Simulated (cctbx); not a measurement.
# A crystallographic session in cctbx: Tb5Er3Mn

Library: cctbx 2025.11. The data are simulated by the first script.

## 1. Simulate the data

run.py:

```python
from cctbx import adptbx, crystal, miller, sgtbx, xray
from cctbx.array_family import flex
from iotbx.shelx import hklf
from scitbx import matrix
import scitbx.random

cs = crystal.symmetry(unit_cell=(9.603, 9.603, 6.261, 90, 90, 120), space_group_symbol='Hall: -P 6c 2')  # P6_3/mcm
atoms = [  # label, site, U (iso, or U11 U22 U33 U12 U13 U23 in A^2), occupancy
    ("Er1", (0, 0.3787, 0.75), (0.0079, 0.0072, 0.0070, 0.0039, 0.0000, 0.0000), 1),
    ("Tb1", (1/3, 2/3, 0.5), (0.0079, 0.0079, 0.0067, 0.0040, 0.0000, 0.0000), 1),
    ("Tb2", (0, 0.743, 0.75), (0.0104, 0.0122, 0.0094, 0.0052, 0.0000, 0.0000), 1),
    ("Mn1", (0, 0, 0.5), (0.0132, 0.0132, 0.0137, 0.0066, 0.0000, 0.0000), 1),
]
xs = xray.structure(crystal_symmetry=cs)
for label, site, u, occ in atoms:
    u = adptbx.u_cif_as_u_star(cs.unit_cell(), u) if isinstance(u, tuple) else u
    xs.add_scatterer(xray.scatterer(label, site=site, u=u, occupancy=occ))
xs.set_inelastic_form_factors(1.54184, "sasaki")
xs.show_summary()
p1 = xs.expand_to_p1()
ms = miller.build_set(p1, anomalous_flag=True, d_min=0.83)
flex.set_random_seed(629448)
scitbx.random.set_random_seed(629448)
ms = ms.select(flex.random_double(ms.size()) < 0.7)
i = ms.structure_factors_from_scatterers(p1, algorithm="direct").f_calc().as_intensity_array().data()
i = i * 70000 / flex.max(i)
sig = flex.sqrt(i + flex.pow2(0.02 * i) + 2 ** 2)
noise = scitbx.random.variate(scitbx.random.normal_distribution())(i.size())
data = ms.array(data=i + sig * noise, sigmas=sig).set_observation_type_xray_intensity()
with open("data.hkl", "w") as f:
    data.export_as_shelx_hklf(f)
print("reflections written:", data.size(), " <I/sigma> = %.1f" % flex.mean(data.data() / data.sigmas()))
for h, a, b in list(data.sort("data"))[:12]:
    print("%4d%4d%4d %9.1f %7.1f" % (h + (a, b)))
```

```console
$ python run.py
```

```text
Number of scatterers: 4
At special positions: 4
Unit cell: (9.603, 9.603, 6.261, 90, 90, 120)
Space group: P 63/m c m (No. 193)
reflections written: 2587  <I/sigma> = 25.3
   0   3   0   72166.1  1424.8
   3   0   0   71285.7  1424.8
   0  -3   0   70813.9  1424.8
  -3   3   0   70762.6  1424.8
   3  -3   0   70079.9  1424.8
  -1  -1  -2   46522.6   922.4
   2  -1   2   46231.8   922.4
   1   1   2   45977.0   922.4
  -2   1   2   45838.7   922.4
   1  -2  -2   45143.0   922.4
  -2   1  -2   45086.9   922.4
  -1   2   2   45001.3   922.4
```

It took 0.35 s on 1 thread of Arm Neoverse N1, on a shared host, peak memory 0.07 GiB.

## 2. Refinement (right model, isotropic)

run.py:

```python
import math
from cctbx import adptbx, crystal, maptbx, sgtbx, xray
from cctbx.array_family import flex
from cctbx.xray import observations
from iotbx.shelx import hklf
from scitbx.lstbx import normal_eqns_solving
from smtbx import absolute_structure, utils
from smtbx.refinement import constraints, least_squares

cs = crystal.symmetry(unit_cell=(9.603, 9.603, 6.261, 90, 90, 120), space_group_symbol='Hall: -P 6c 2')  # P6_3/mcm
atoms = [  # label, site, U (iso, or U11 U22 U33 U12 U13 U23 in A^2), occupancy
    ("Er1", (0, 0.377, 0.75), 0.0200, 1),
    ("Tb1", (1/3, 2/3, 0.5), 0.0200, 1),
    ("Tb2", (0, 0.7378, 0.75), 0.0200, 1),
    ("Mn1", (0, 0, 0.5), 0.0200, 1),
]
xs = xray.structure(crystal_symmetry=cs)
for label, site, u, occ in atoms:
    u = adptbx.u_cif_as_u_star(cs.unit_cell(), u) if isinstance(u, tuple) else u
    xs.add_scatterer(xray.scatterer(label, site=site, u=u, occupancy=occ))
xs.set_inelastic_form_factors(1.54184, "sasaki")
raw = hklf.reader(file_name="data.hkl").as_miller_arrays(crystal_symmetry=cs, anomalous=True)[0]
merged = raw.eliminate_sys_absent().merge_equivalents()
fo2 = merged.array().set_observation_type_xray_intensity()
print("Rint %.3f, %d unique reflections to %.2f A" % (merged.r_int(), fo2.size(), fo2.d_min()))
for sc in xs.scatterers():
    sc.flags.set_grad_site(True)
    sc.flags.set_grad_u_aniso(sc.flags.use_u_aniso())
    sc.flags.set_grad_u_iso(sc.flags.use_u_iso())
obs = fo2.as_xray_observations()
extra = {}
rep = constraints.reparametrisation(xs, [], utils.connectivity_table(xs), **extra)
ls = least_squares.crystallographic_ls(obs, rep, weighting_scheme=least_squares.mainstream_shelx_weighting(a=0, b=0))
print("cycle     R1     wR2    GooF  max shift (A)")
for cycle in range(8):
    ls.build_up()
    r1, wr2, goof = ls.r1_factor(cutoff_factor=2)[0], ls.wR2(), ls.goof()
    old = xs.sites_cart()
    normal_eqns_solving.levenberg_marquardt_iterations(ls, n_max_iterations=3, tau=1e-06, step_threshold=1e-7)
    big = flex.max((xs.sites_cart() - old).norms())
    print("%4d %7.4f %7.4f %7.3f %9.5f" % (cycle + 1, r1, wr2, goof, big))
    ls.build_up(objective_only=True)
    if abs(ls.wR2() - wr2) < 5e-5 and big < 5e-4:
        break
ls.build_up()
print("final R1 %.4f wR2 %.4f GooF %.3f  parameters %d  data/parameter %.1f" % (ls.r1_factor(cutoff_factor=2)[0], ls.wR2(), ls.goof(), ls.n_parameters, fo2.size() / ls.n_parameters))
cov = ls.covariance_matrix_and_annotations()
su = dict(zip(cov.annotations, (math.sqrt(max(v, 0)) for v in cov.matrix.matrix_packed_u_diagonal())))
a2 = cs.unit_cell().reciprocal_parameters()[0] ** -2
print("atom        x        y        z      Ueq    occ   su(xyz)  su(Uiso or U11)")
for sc in xs.scatterers():
    s = max(su.get(sc.label + k, 0) for k in (".x", ".y", ".z"))
    npd = "" if sc.is_positive_definite_u(cs.unit_cell()) else "  NPD"
    print("%-5s %8.5f %8.5f %8.5f %8.4f %6.3f %8.5f %7.4f%s" % ((sc.label,) + sc.site + (sc.u_iso_or_equiv(cs.unit_cell()), sc.occupancy, s, su.get(sc.label + ".uiso", su.get(sc.label + ".u11", 0) * a2), npd)))
fo = fo2.f_sq_as_f()
fc = fo.structure_factors_from_scatterers(xs, algorithm="direct").f_calc()
diff = fo.f_obs_minus_f_calc(1 / math.sqrt(ls.scale_factor()), fc).average_bijvoet_mates()
m = diff.fft_map(symmetry_flags=maptbx.use_space_group_symmetry, resolution_factor=0.25).apply_volume_scaling()
print("difference map: max %.2f min %.2f rms %.2f" % (m.statistics().max(), m.statistics().min(), m.statistics().sigma()))
peaks = m.peak_search(parameters=maptbx.peak_search_parameters(min_distance_sym_equiv=0.6, max_clusters=6)).all()
near = xs.closest_distances(peaks.sites(), distance_cutoff=4)
sps = cs.special_position_settings(min_distance_sym_equiv=0.5)
for k, (x, h) in enumerate(zip(peaks.sites(), peaks.heights())):
    ss = sps.site_symmetry(x)
    print("Q%-3d %7.4f %7.4f %7.4f %4d %7.2f  %.2f A from %s" % ((k + 1,) + tuple(t % 1 for t in ss.exact_site()) + (ss.multiplicity(), h, near.smallest_distances[k], xs.scatterers()[near.i_seqs[k]].label)))
```

```console
$ python run.py
```

```text
Rint 0.018, 189 unique reflections to 0.83 A
cycle     R1     wR2    GooF  max shift (A)
   1  0.1246  0.3540  37.541   0.05041
   2  0.0088  0.0226   2.392   0.00007
final R1 0.0088 wR2 0.0226 GooF 2.392  parameters 6  data/parameter 31.5
atom        x        y        z      Ueq    occ   su(xyz)  su(Uiso or U11)
Er1    0.00000  0.37876  0.75000   0.0073  1.000  0.00004  0.0001
Tb1    0.33333  0.66667  0.50000   0.0075  1.000  0.00000  0.0001
Tb2    0.00000  0.74306  0.75000   0.0108  1.000  0.00004  0.0001
Mn1    0.00000  0.00000  0.50000   0.0139  1.000  0.00000  0.0003
difference map: max 1.49 min -1.06 rms 0.13
Q1    0.0000  0.3106  0.2500    6    1.50  0.51 A from Tb2
Q2    0.0000  0.2025  0.2500    6    1.17  0.52 A from Tb2
Q3    0.0602  0.4022  0.7500   12    0.63  0.50 A from Er1
Q4    0.0000  0.0000  0.0000    2    0.42  0.00 A from Mn1
Q5    0.3054  0.6107  0.0000   12    0.37  0.47 A from Tb1
Q6    0.0000  0.1068  0.1140   12    0.32  1.25 A from Mn1
```

Time: 0.49 s.

## 3. Refinement (right model, anisotropic)

run.py, as its changes from the last script of this kind:

```diff
@@ -12,4 +12,4 @@
-    ("Er1", (0, 0.377, 0.75), 0.0200, 1),
-    ("Tb1", (1/3, 2/3, 0.5), 0.0200, 1),
-    ("Tb2", (0, 0.7378, 0.75), 0.0200, 1),
-    ("Mn1", (0, 0, 0.5), 0.0200, 1),
+    ("Er1", (0, 0.37876, 0.75), 0.0073, 1),
+    ("Tb1", (1/3, 2/3, 0.5), 0.0075, 1),
+    ("Tb2", (0, 0.74306, 0.75), 0.0108, 1),
+    ("Mn1", (0, 0, 0.5), 0.0139, 1),
@@ -21,0 +22 @@
+xs.convert_to_anisotropic()
```

```console
$ python run.py
```

```text
Rint 0.018, 189 unique reflections to 0.83 A
cycle     R1     wR2    GooF  max shift (A)
   1  0.0088  0.0226   2.433   0.00061
   2  0.0044  0.0096   1.033   0.00000
final R1 0.0044 wR2 0.0096 GooF 1.033  parameters 12  data/parameter 15.8
atom        x        y        z      Ueq    occ   su(xyz)  su(Uiso or U11)
Er1    0.00000  0.37870  0.75000   0.0073  1.000  0.00002  0.0001
Tb1    0.33333  0.66667  0.50000   0.0076  1.000  0.00000  0.0001
Tb2    0.00000  0.74300  0.75000   0.0109  1.000  0.00002  0.0001
Mn1    0.00000  0.00000  0.50000   0.0134  1.000  0.00000  0.0002
difference map: max 0.21 min -0.22 rms 0.06
Q1    0.0000  0.0939  0.0635   12    0.22  0.99 A from Mn1
Q2    0.0772  0.3418  0.6401   24    0.20  1.19 A from Er1
Q3    0.0000  0.3736  0.1182   12    0.20  1.39 A from Tb2
Q4    0.0000  0.5000  0.0000    6    0.17  1.95 A from Er1
Q5    0.1990  0.3979  0.0000   12    0.16  2.24 A from Tb1
Q6    0.2611  0.5221  0.0000   12    0.15  1.20 A from Tb1
```

Time: 0.49 s.

## 4. Refinement

run.py, as its changes from the last script of this kind:

```diff
@@ -14 +14 @@
-    ("Tb2", (0, 0.74306, 0.75), 0.0108, 1),
+    ("Ag1", (0, 0.74306, 0.75), 0.0108, 1),
@@ -36 +36 @@
-for cycle in range(8):
+for cycle in range(12):
```

```console
$ python run.py
```

```text
Rint 0.018, 189 unique reflections to 0.83 A
cycle     R1     wR2    GooF  max shift (A)
   1  0.0723  0.1974  21.288   0.00195
   2  0.0414  0.1274  13.740   0.00001
final R1 0.0414 wR2 0.1274 GooF 13.740  parameters 12  data/parameter 15.8
atom        x        y        z      Ueq    occ   su(xyz)  su(Uiso or U11)
Er1    0.00000  0.37867  0.75000   0.0092  1.000  0.00020  0.0011
Tb1    0.33333  0.66667  0.50000   0.0089  1.000  0.00000  0.0009
Ag1    0.00000  0.74286  0.75000   0.0051  1.000  0.00021  0.0011
Mn1    0.00000  0.00000  0.50000   0.0164  1.000  0.00000  0.0030
difference map: max 5.47 min -1.85 rms 0.63
Q1    0.0000  0.2535  0.2500    6    5.51  0.04 A from Ag1
Q2    0.0000  0.3861  0.1361   12    1.37  1.43 A from Ag1
Q3    0.0659  0.1848  0.7500   12    1.13  1.61 A from Ag1
Q4    0.1623  0.3678  0.7500   12    1.11  1.61 A from Er1
Q5    0.0000  0.2323  0.7500    6    1.11  1.41 A from Er1
Q6    0.2268  0.5017  0.2500   12    0.98  2.09 A from Tb1
```

Time: 0.52 s.

This run holds a fault made on purpose: wrong element: Ag1 is Tb.

## 5. Refinement

run.py, as its changes from the last script of this kind:

```diff
@@ -12,4 +12,4 @@
-    ("Er1", (0, 0.37876, 0.75), 0.0073, 1),
-    ("Tb1", (1/3, 2/3, 0.5), 0.0075, 1),
-    ("Ag1", (0, 0.74306, 0.75), 0.0108, 1),
-    ("Mn1", (0, 0, 0.5), 0.0139, 1),
+    ("Er1", (0, 0.2966, 0.75), 0.0200, 1),
+    ("Tb1", (1/3, 2/3, 0.5), 0.0200, 1),
+    ("Tb2", (0, 0.8155, 0.75), 0.0200, 1),
+    ("Mn1", (0, 0, 0.5), 0.0200, 1),
@@ -22 +21,0 @@
-xs.convert_to_anisotropic()
@@ -36 +35 @@
-for cycle in range(12):
+for cycle in range(10):
@@ -40 +39 @@
-    normal_eqns_solving.levenberg_marquardt_iterations(ls, n_max_iterations=3, tau=1e-06, step_threshold=1e-7)
+    normal_eqns_solving.levenberg_marquardt_iterations(ls, n_max_iterations=3, tau=0.0001, step_threshold=1e-7)
```

```console
$ python run.py
```

```text
Rint 0.018, 189 unique reflections to 0.83 A
cycle     R1     wR2    GooF  max shift (A)
   1  0.7731  0.9533 101.090   0.06416
   2  0.7632  0.9467 100.395   0.02394
   3  0.8062  0.9608 101.891   0.12195
   4  0.7633  0.9468 100.403   0.12850
   5  0.7616  0.9484 100.570   0.06214
   6  0.7674  0.9503 100.779   0.00474
   7  0.7666  0.9500 100.746   0.00061
   8  0.7667  0.9500 100.749   0.00008
final R1 0.7667 wR2 0.9500 GooF 100.749  parameters 6  data/parameter 31.5
atom        x        y        z      Ueq    occ   su(xyz)  su(Uiso or U11)
Er1    0.00000  0.25780  0.75000   0.0001  1.000  0.00836  0.0227
Tb1    0.33333  0.66667  0.50000   0.0001  1.000  0.00000  0.0292
Tb2    0.00000  0.83299  0.75000   0.0001  1.000  0.00742  0.0144
Mn1    0.00000  0.00000  0.50000   0.0294  1.000  0.00000  0.1488
difference map: max 670.08 min -152.66 rms 50.55
Q1    0.0000  0.2621  0.7500    6  691.29  0.04 A from Er1
Q2    0.3333  0.6667  0.0000    4  590.40  0.00 A from Tb1
Q3    0.0000  0.3785  0.2500    6  406.82  2.03 A from Tb2
Q4    0.0000  0.0000  0.0000    2  267.75  0.00 A from Mn1
Q5    0.0000  0.1620  0.2500    6  173.54  0.05 A from Tb2
Q6    0.2307  0.4716  0.2500   12  151.21  2.19 A from Er1
```

Time: 0.73 s.

This run holds a fault made on purpose: start far from the minimum.

## 6. Refinement

run.py, as its changes from the last script of this kind:

```diff
@@ -12,4 +12,4 @@
-    ("Er1", (0, 0.2966, 0.75), 0.0200, 1),
-    ("Tb1", (1/3, 2/3, 0.5), 0.0200, 1),
-    ("Tb2", (0, 0.8155, 0.75), 0.0200, 1),
-    ("Mn1", (0, 0, 0.5), 0.0200, 1),
+    ("Er1", (0, 0.37876, 0.75), 0.0073, 1),
+    ("Tb1", (1/3, 2/3, 0.5), 0.0075, 1),
+    ("Tb2", (0, 0.74306, 0.75), 0.0108, 1),
+    ("Mn1", (0, 0, 0.5), 0.0139, 1),
@@ -21 +21,2 @@
-xs.set_inelastic_form_factors(1.54184, "sasaki")
+xs.set_inelastic_form_factors(0.71073, "sasaki")
+xs.convert_to_anisotropic()
@@ -35 +36 @@
-for cycle in range(10):
+for cycle in range(12):
@@ -39 +40 @@
-    normal_eqns_solving.levenberg_marquardt_iterations(ls, n_max_iterations=3, tau=0.0001, step_threshold=1e-7)
+    normal_eqns_solving.levenberg_marquardt_iterations(ls, n_max_iterations=3, tau=1e-06, step_threshold=1e-7)
```

```console
$ python run.py
```

```text
Rint 0.018, 189 unique reflections to 0.83 A
cycle     R1     wR2    GooF  max shift (A)
   1  0.0469  0.1044  11.257   0.00152
   2  0.0175  0.0568   6.123   0.00000
final R1 0.0175 wR2 0.0568 GooF 6.123  parameters 12  data/parameter 15.8
atom        x        y        z      Ueq    occ   su(xyz)  su(Uiso or U11)
Er1    0.00000  0.37860  0.75000   0.0126  1.000  0.00009  0.0005
Tb1    0.33333  0.66667  0.50000   0.0114  1.000  0.00000  0.0004
Tb2    0.00000  0.74291  0.75000   0.0153  1.000  0.00009  0.0005
Mn1    0.00000  0.00000  0.50000   0.0074  1.000  0.00000  0.0013
difference map: max 3.08 min -3.17 rms 0.36
Q1    0.0000  0.2612  0.7500    6    3.21  1.13 A from Er1
Q2    0.1117  0.3675  0.7500   12    2.06  1.13 A from Er1
Q3    0.0000  0.0000  0.0619    4    1.72  0.39 A from Mn1
Q4    0.2088  0.4175  0.0000   12    1.05  2.07 A from Tb1
Q5    0.0000  0.1268  0.7500    6    0.92  1.98 A from Mn1
Q6    0.0972  0.4714  0.7500   12    0.91  0.91 A from Er1
```

Run time: 0.49 s on 1 thread of Arm Neoverse N1, on a shared host, peak memory 0.09 GiB.

This run holds a fault made on purpose: dispersion terms of the wrong wavelength.

[Logs are printed without paths, hosts, clocks, repeated set-up lines and the standing remarks that a program may print on its own settings, such as how far it seeks lower states.]
